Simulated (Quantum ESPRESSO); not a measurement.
Entries from a set of simulations; values are calculated unless marked as measured.

**Fixed-spin-moment curve of MnSe**

Symmetry: F-43m, No. 216, cubic system. The conventional cell has a = 5.820 Å, b = 5.820 Å, c = 5.820 Å, α = 90.00°, β = 90.00°, γ = 90.00°. Mn has 4 Se at 2.52 Å nearest. Nearest to Se lie 4 Mn at 2.52 Å. Farther neighbours and most contacts between anions are not listed.

```
CELL_PARAMETERS angstrom
0.00000 2.91000 2.91000
2.91000 0.00000 2.91000
2.91000 2.91000 0.00000
ATOMIC_POSITIONS crystal
Mn 0.00000 0.00000 0.00000
Se 0.25000 0.25000 0.25000
```

```yaml
method: PBEsol; plane waves with GBRV 1.5 PBEsol potentials, no spin-orbit coupling (and 1 further level or step)
program: Quantum ESPRESSO 7.5
settings_of_one_run: GBRV 1.5 PBEsol, potential files Mn: mn_pbesol_v1.5.uspp.F.UPF, Se: se_pbesol_v1.uspp.F.UPF, cutoff 544.23 eV, 6×6×6 k-mesh, 19 bands, fermi-dirac occupations, smearing width 0.1 eV, collinear spin, SCF threshold 4.00e-9, starting moments 4.5 0 μB
cost: 8 runs, 93 s in all on 2 MPI ranks of Intel Xeon Platinum 8559C (Emerald Rapids), shared host (the runs of this entry)
notes: The database entry behind the starting cell is an old determination (1938). The run is spin-polarised, with a total moment of 4.83 μB a cell (absolute 4.83). The cell holds one seeded atom, so opposed orders, which may lie lower, cannot form in it.
moment_of_the_free_run: 4.83 μB a cell
energy_at_zero_total_moment: 1668 meV a cell over the lowest
delta_e_delta_m2_from_the_lowest_point_to_5p43_and_to_4p34_mu_b: 2959 and 411 meV/μB²
```

At zero total moment the site moments vanish, so the 1668 meV a cell is the energy of forming them. The points show one minimum alone.

[Logs and program files are shortened in this print: banners, set-up blocks, solver, clock and traceback lines can be left out without a mark of their own.]

[Logs are printed without paths, hosts, clocks, repeated set-up lines and the standing remarks that a program may print on its own settings, such as how far it seeks lower states.]

[Hosts, paths, dates, database ids (printed as entryN), source tags and the programs' standing remarks are cut or masked in the printed files.]

[Where a cell is said to come from a database of computed structures, the database is the Materials Project.]
